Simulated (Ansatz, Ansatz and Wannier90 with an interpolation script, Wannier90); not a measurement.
Rows from a G0W0 calculation on SnO2 (Cassiterite) (Ansatz 0.2.0; G0W0 on LDA, plane waves, PAW; 4×4×6 mesh, 298 empty bands, screening to 150 eV), in eV. Spin-orbit coupling is left out.

```
row  k  band   start       Σx  Σc at the solution      Vxc
  A  Γ    v6   7.187  -27.106               4.132  -22.331
  B  Γ    c2  15.067  -12.232              -4.857  -18.402
  C  Γ    v4   7.902  -26.797               4.133  -22.041
  D  Γ    v1   9.160  -27.092               5.129  -21.226
  E  Γ    v2   8.362  -26.349               4.800  -20.877
  F  Γ    c1  10.294  -14.748              -3.502  -19.171
```

Question: Work out each quasiparticle level and how far it moved.

The quasiparticle equation reads E = start + Σx + Σc(E) − Vxc.

```csv
row,E (eV),shift (eV)
A,6.544,−0.642
B,16.380,+1.313
C,7.280,−0.623
D,8.422,−0.738
E,7.691,−0.672
F,11.215,+0.921
```

The gap over the computed points goes from 1.13 eV to 2.79 eV.

Limits: not at the basis limit; no spin-orbit coupling.

[Paths, hosts, dates, memory and timing lines, banners, echoed tables and standing remarks are left out of the program output.]

[Logs are printed without paths, hosts, clocks, repeated set-up lines and the standing remarks that a program may print on its own settings, such as how far it seeks lower states.]

[Runs of the session that timed out or met a known fault of the program may be left out.]

[Hosts, paths, dates, database ids (printed as entryN), source tags and the programs' standing remarks are cut or masked in the printed files.]
